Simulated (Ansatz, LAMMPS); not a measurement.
# Glassy 75Sc2O3-25SiO2 (mol %) (72 atoms): a short ab initio trajectory

How do the atoms of glassy 75Sc2O3-25SiO2 (mol %) (72 atoms) move, and what local order do they keep?

Calculated with Ansatz 0.2.0; Kohn-Sham DFT, r2SCAN, PAW (set soft_2), plane waves.

### 1. Set-up

The cell holds 72 atoms: 24 Sc, 4 Si and 44 O. Its edges and angles: a = 9.748 Å, b = 9.748 Å, c = 9.748 Å, α = 90.0°, β = 90.0°, γ = 90.0°. 72 atoms (24 Sc, 4 Si, 44 O) placed at random at 3.36 g/cm³, melted at 4000 K for 10 ps at fixed volume with the Morse and Coulomb pair potential with partial charges (Pedone, Malavasi, Menziani, Cormack and Segre, J. Phys. Chem. B 110, 11780 (2006)). Quenched from 4000 K to 300 K at 20 K/ps and fixed volume, held 10 ps at zero pressure.

What the set-up can't give: The quench rate of 20 K/ps is many orders above laboratory rates, so the cell is likely richer in defects and strain than a real sample. The starting topology of bonds comes from the classical model. The Brillouin zone is sampled at Γ only, in a cell whose shortest periodic width is 10 Å.

### 2. Single point at the start

The forces at the start show how far the geometry lies from a minimum of this functional.

Contents of input.yaml:

```yaml
crystal:
  lattice:
    - [9.74808, 0.0, 0.0]
    - [0.0, 9.74808, 0.0]
    - [0.0, 0.0, 9.74808]
  atoms:
    - { symbol: Sc, position: [0.66878, 0.38071, 0.20351] }
    - { symbol: Sc, position: [0.45256, 0.98312, 0.96229] }
    - { symbol: Sc, position: [0.65712, 0.25767, 0.90897] }
    - { symbol: Sc, position: [0.49325, 0.24755, 0.45711] }
    [... 62 atom lines left out ...]
    - { symbol: O, position: [0.64294, 0.82545, 0.25727] }
    - { symbol: O, position: [0.86361, 0.9658, 0.10053] }
    - { symbol: O, position: [0.80483, 0.6639, 0.40856] }
    - { symbol: O, position: [0.33012, 0.51994, 0.06205] }
    - { symbol: O, position: [0.41273, 0.54871, 0.79648] }
    - { symbol: O, position: [0.66592, 0.98704, 0.90807] }
kpoints:
  mp_grid: { grid: [1, 1, 1] }
hamiltonian:
  xc: r2scan
scf:
  occupations: { method: fixed }
output:
  forces: true
```

Started as:

```sh
> ansatz run input.yaml --threads 4 --pin off --max-ram 8192MiB --backend cpu --events-out ev --progress --plain --runs-dir out
```

Elapsed: 21 s, on 4 threads of Arm Neoverse V2, shared host; peak memory 2.5 GiB; 81 s of CPU time.

Read from the output:

```yaml
free_energy: -79085.1949 eV
free_energy_per_atom: -1098.4055 eV/atom
scf_cycles: 10
r_m_s_force_component: 0.8132 eV/Å
longest_force: 3.554 eV/Å
fermi_energy: 6.665 eV
```

The r.m.s. force component of 0.81 eV/Å sets the starting point.

Neighbours are counted within 2.76 Å (O-Sc), 2.08 Å (O-Si).

Length of the force by element and coordination:

```
element  coordination  atoms  mean length of the force (eV/Å)  spread  least   most
      O           all     44                             1.08   0.666  0.281   3.10
      O             2      2                            0.582   0.122   0.46  0.703
      O             3     27                             1.25   0.771  0.281   3.10
      O             4     15                            0.822   0.273  0.502   1.59
     Sc           all     24                             1.14   0.557  0.247   2.69
     Sc             4      1                            0.733       0  0.733  0.733
     Sc             5     13                             1.31   0.598  0.561   2.69
     Sc             6     10                            0.955   0.435  0.247   1.75
     Si           all      4                             2.84   0.625   1.86   3.55
```

### 3. Dynamics started at 300 K

Without a thermostat the total energy must stay constant, which tests forces and time step. The time step is 1.0 fs.

input.yaml: that of step 2 with these lines changed.

```diff
@@ -15 +15,8 @@
   forces: true
+md:
+  timestep: 1.0
+  n_steps: 160
+  ensemble: nve
+  temperature: 300
+  initial_velocities: maxwell_boltzmann
+  seed: 2845
```

It took 29 min on 4 threads; peak memory 2.6 GiB; 1.9 h of CPU time.

The program notes that it switched symmetry off.

Rows from the run:

```
time (fs)  T (K)  potential (meV/atom)  conserved (meV/atom)
      0.0    300                   0.0                  0.00
     11.0    363                  -8.1                 -0.03
     21.0    353                  -6.7                 -0.01
     32.0    381                 -10.3                 -0.04
     43.0    355                  -7.0                 -0.02
     53.0    377                  -9.8                 -0.02
     64.0    396                 -12.3                 -0.03
     75.0    419                 -15.2                 -0.03
     85.0    364                  -8.2                 -0.02
     96.0    344                  -5.6                 -0.01
    107.0    376                  -9.7                 -0.03
    117.0    363                  -8.0                 -0.03
    128.0    367                  -8.5                 -0.02
    139.0    379                 -10.1                 -0.03
    149.0    351                  -6.6                 -0.02
    160.0    341                  -5.3                 -0.02
```

Mean square displacement from the first frame to the last: Sc 0.071 Å², Si 0.021 Å², O 0.062 Å².

Mean square displacement against time lag:

```
time lag (fs)   O (Å²)  Sc (Å²)  Si (Å²)
          1.0   5.2e-5   2.2e-5   4.4e-5
          4.0   8.2e-4   3.6e-4   7.0e-4
          7.0  0.00245  0.00109  0.00205
         10.0  0.00482  0.00219  0.00393
         14.0  0.00882  0.00421  0.00686
         17.0   0.0122  0.00609  0.00910
         20.0   0.0157  0.00822   0.0112
         24.0   0.0204   0.0114   0.0137
         27.0   0.0236   0.0140   0.0154
         30.0   0.0267   0.0167   0.0170
         33.0   0.0296   0.0194   0.0187
         37.0   0.0330   0.0232   0.0209
         40.0   0.0353   0.0261   0.0228
         43.0   0.0375   0.0289   0.0247
         47.0   0.0401   0.0327   0.0273
         50.0   0.0418   0.0354   0.0290
         53.0   0.0434   0.0382   0.0305
         56.0   0.0448   0.0408   0.0317
         60.0   0.0464   0.0443   0.0328
         63.0   0.0474   0.0469   0.0333
         66.0   0.0483   0.0493   0.0337
         70.0   0.0494   0.0525   0.0343
         73.0   0.0502   0.0549   0.0347
         76.0   0.0510   0.0571   0.0353
         80.0   0.0521   0.0600   0.0362
```

Over the second half of 160 fs the temperature averages 363 K with swings of 17 K r.m.s. The conserved energy stays within 0.05 meV/atom. From first frame to last Sc has the largest mean square displacement, 0.071 Å² at the end; the farthest move is 0.57 Å. The mean temperature of 363 K lies well off the 300 K of the input: without a thermostat, the energy that the start releases heats the cell. The count of bonds goes from 149 in the first frame to 151 in the last, by one set of cutoffs: 1 pairs passed out of them and 3 came within. The run spans 0.16 ps, too short for its means to be equilibrium values.

### 4. Distances and neighbours late in the run

The g(r) is a mean over the second half; what follows it is taken at the last frame.

Bonds before and after, by the cutoffs listed below:

```
pair  bonds before  bonds after  mean before (Å)  mean after (Å)  spread before (Å)  spread after (Å)
O-Sc           133          135            2.162           2.166              0.185             0.191
O-Si            16           16            1.615           1.640              0.038             0.034
```

Density 3.40 g/cm³, 12.87 Å³ an atom.

Mean of 15 frames. g(r), total and by pair (bins of 0.2 Å):

```
r (Å)  total   O-O  O-Sc   O-Si  Sc-Sc  Sc-Si  Si-Si
 1.50   0.15  0.00  0.00   2.14   0.00   0.00   0.00
 1.70   0.70  0.00  0.00  10.33   0.00   0.00   0.00
 1.90   0.86  0.00  2.11   0.00   0.00   0.00   0.00
 2.10   2.23  0.00  5.48   0.00   0.00   0.00   0.00
 2.30   0.79  0.00  1.94   0.00   0.00   0.00   0.00
 2.50   0.39  0.52  0.49   0.00   0.00   0.00   0.00
 2.70   0.98  2.40  0.17   0.00   0.00   0.38   0.00
 2.90   0.89  2.07  0.11   0.00   0.46   0.42   2.08
 3.10   1.12  1.96  0.20   0.35   2.13   1.17   2.94
 3.30   1.17  1.70  0.36   0.94   1.82   3.40   0.00
 3.50   0.98  0.91  0.56   1.40   2.17   1.96   0.00
 3.70   1.10  0.56  1.08   1.56   2.55   1.68   1.52
 3.90   1.04  0.55  1.24   1.89   1.58   0.55   1.61
 4.10   0.97  0.76  1.19   1.52   0.68   0.41   0.54
 4.30   1.02  0.80  1.35   0.92   0.49   0.97   4.64
 4.50   1.03  0.67  1.44   1.34   0.61   0.80   0.92
 4.70   1.02  0.81  1.38   0.84   0.48   1.02   1.09
```

Bonds by pair of elements; cutoffs follow the first minimum of g(r), held within bounds set by covalent radii, and pairs that aren't listed don't count as bonded:

```
pair A-B  cutoff (Å)  bonds  mean length (Å)  spread (Å)  shortest (Å)  B about A  A about B
    O-Sc        2.93    135             2.17       0.191          1.85       3.07       5.62
    O-Si        2.12     16             1.64       0.034          1.60      0.364          4
```

How many atoms have how many bonded neighbours:

```
element  mean  2   3   4   5   6  7
      O  3.43  1  23  20   0   0  0
     Sc  5.62  0   0   0  10  13  1
     Si     4  0   0   4   0   0  0
```

Bond angles (no mean is given where the spread exceeds 20°):

```
  angle  count  mean (°)  spread (°)
 O-Sc-O    316         -           -
Sc-O-Sc    159       110        18.2
Sc-O-Si     30       121        17.2
 O-Si-O     24       109           5
Si-O-Si      1       131           0
```

Bond length by coordination (bonds to H left out):

```
element  coordination  atoms  mean bond length (Å)
      O             2      1                  1.63
      O             3     23                  2.03
      O             4     20                  2.19
     Sc             5     10                  2.12
     Sc             6     13                  2.18
     Sc             7      1                  2.29
```

For some of the pairs, g(r) has its first main peak near 2.7 Å (O-O), 2.1 Å (O-Sc), 1.6 Å (O-Si) and 3.4 Å (Sc-Si). By these cutoffs 52 % of O atoms have 3, 54 % of Sc atoms have 6 and all Si atoms have 4 bonded neighbours.

### 5. Single point at the last frame

The last frame is solved again with fuller output, to read the electronic structure of a thermally displaced geometry.

Contents of input.yaml:

```yaml
crystal:
  lattice:
    - [9.74808, 0.0, 0.0]
    - [0.0, 9.74808, 0.0]
    - [0.0, 0.0, 9.74808]
  atoms:
    - { symbol: Sc, position: [0.68915, 0.38963, 0.19744] }
    - { symbol: Sc, position: [0.46191, 0.97418, 0.93679] }
    - { symbol: Sc, position: [0.65557, 0.26015, 0.91423] }
    - { symbol: Sc, position: [0.47919, 0.26299, 0.48895] }
    [... 62 atom lines left out ...]
    - { symbol: O, position: [0.65115, 0.84628, 0.26573] }
    - { symbol: O, position: [0.85033, 0.96894, 0.11553] }
    - { symbol: O, position: [0.81017, 0.65015, 0.41181] }
    - { symbol: O, position: [0.36549, 0.53829, 0.06642] }
    - { symbol: O, position: [0.41212, 0.52415, 0.80567] }
    - { symbol: O, position: [0.66701, 0.98955, 0.9106] }
kpoints:
  mp_grid: { grid: [1, 1, 1] }
hamiltonian:
  xc: r2scan
scf:
  occupations: { method: fixed }
output:
  forces: true
  stress: true
  populations: true
  dos:
    method: { smearing: { sigma: 0.08 } }
    de: 0.1
    projected: { site_lists: { O: [O], Sc: [Sc], Si: [Si] } }
  eigenvalues: true
  write_density: true
  write_potential: true
  volumetric_format: npy
  elf: true
```

Wall time 29 s (4 threads); peak memory 2.6 GiB.

The run gave:

```
free energy                                      : -79085.5749 eV
free energy per atom                             : -1098.4108 eV/atom
SCF cycles                                       : 10
pressure                                         : -3.675 GPa
r.m.s. force component                           : 0.7288 eV/Å
longest force                                    : 3.476 eV/Å
Fermi energy                                     : 6.481 eV
gap (highest filled to lowest empty level) : 4.057 eV
spilling of the projection                       : 0.004748
```

Neighbours are counted within 2.93 Å (O-Sc), 2.12 Å (O-Si), the cutoffs taken from the dynamics.

Length of the force by element and coordination:

```
element  coordination  atoms  mean length of the force (eV/Å)  spread  least   most
      O           all     44                             1.02   0.412  0.344   2.12
      O             2      1                            0.344       0  0.344  0.344
      O             3     23                             1.12   0.407  0.513   2.12
      O             4     20                            0.930   0.374  0.411   1.82
     Sc           all     24                             1.11   0.508  0.303   2.37
     Sc             5     10                             1.36   0.585  0.306   2.37
     Sc             6     13                            0.991   0.320  0.425   1.59
     Sc             7      1                            0.303       0  0.303  0.303
     Si           all      4                             2.41   0.818   1.18   3.48
```

Löwdin charges by element and coordination (they lack the spilled electrons, 0.036 e an atom on average):

```
element  coordination  atoms  mean charge (e)  spread   least    most
      O           all     44           -0.789  0.0393  -0.862  -0.707
      O             2      1           -0.817       0  -0.817  -0.817
      O             3     23           -0.785  0.0487  -0.862  -0.707
      O             4     20           -0.793  0.0247  -0.844  -0.749
     Sc           all     24             1.27  0.0483    1.17    1.38
     Sc             5     10             1.25  0.0472    1.17    1.30
     Sc             6     13             1.29  0.0403    1.22    1.38
     Sc             7      1             1.33       0    1.33    1.33
     Si           all      4             1.69  0.0169    1.67    1.72
```

Density of states as counts of states in windows of 1 eV (from the Fermi level), total and the larger projections:

```
from (eV)  to (eV)  total   O p  Sc d
      -14       -8    0.0   0.0   0.0
       -8       -7    2.0   1.4   0.0
       -7       -6    4.0   2.7   0.2
       -6       -5    3.8   2.7   0.2
       -5       -4   19.4  14.6   1.4
       -4       -3   44.0  34.5   6.5
       -3       -2   71.2  57.9  10.3
       -2       -1   70.6  61.0   7.4
       -1        0   48.4  44.5   2.8
        0        1    0.6   0.5   0.0
        1        3    0.0   0.0   0.0
        3        4    0.8   0.0   0.6
        4        5   33.8   2.1  29.4
```

The curve was stored every 0.10 eV, coarse against its broadening of 0.08 eV, so these counts are rough.

With fixed occupations the program's Fermi level is the highest filled level; weight inside the gap is the broadening of levels at its edges.

Between -26 and -14 eV lie 88 more states.

The stored curve holds about 352 of the 544 electrons; the rest, give or take the few that broadening carries across the Fermi level, lie in deeper levels below its range.

The levels nearest the highest filled one (over half full), pooled over k-points and spins:

```
level less the highest filled one (eV)  occupation
                                -0.284           2
                                -0.234           2
                                -0.189           2
                               -0.0944           2
                               -0.0738           2
                                     0           2
                                  4.06           0
                                  4.13           0
                                  4.25           0
                                  4.29           0
                                  4.37           0
                                  4.48           0
```

Mean Löwdin charges: O -0.79, Sc +1.27, Si +1.69 e (they miss 0.47 % of the electrons, so they add up to more than the cell's charge). The largest share in the top eV of filled states is O p (93 % of the projected weight), and in the lowest eV of empty states Sc d (88 % of the projected weight).

### 6. Outcome

```json
{
  "mean temperature, second half": "362.7 K",
  "temperature swing, second half": "17.27 K",
  "slope of the conserved energy against time, by least squares": "-0.0188 meV/atom/ps",
  "free energy per atom": "-1098.4108 eV/atom",
  "pressure": "-3.675 GPa",
  "r.m.s. force component": "0.7288 eV/Å",
  "gap (highest filled to lowest empty level)": "4.057 eV",
  "wall time of the 3 DFT runs": "30 min"
}
```

Over the second half of 160 fs the temperature averages 363 K with swings of 17 K r.m.s. The conserved energy stays within 0.05 meV/atom. The mean temperature of 363 K lies well off the 300 K of the input: without a thermostat, the energy that the start releases heats the cell. The count of bonds goes from 149 in the first frame to 151 in the last, by one set of cutoffs: 1 pairs passed out of them and 3 came within. The run spans 0.16 ps, too short for its means to be equilibrium values. With the cutoffs above, 52 % of O atoms have 3, 54 % of Sc atoms have 6 and all Si atoms have 4 bonded neighbours. Between filled and empty levels lie 4.06 eV (at Γ alone); a semilocal functional tends to put such gaps too low. In a disordered cell it changes from sample to sample, and tail or defect levels can set it.

Caveats: The starting topology of bonds comes from the classical model; in DFT 1 of its 149 bonded pairs passed out of the cutoffs and 3 came within them. The pressure of -3.7 GPa is that of one thermal frame at a volume set beforehand, without the kinetic term.

[Logs are printed without paths, hosts, clocks, repeated set-up lines and the standing remarks that a program may print on its own settings, such as how far it seeks lower states.]

[Hosts, paths, dates, database ids (printed as entryN), source tags and the programs' standing remarks are cut or masked in the printed files.]
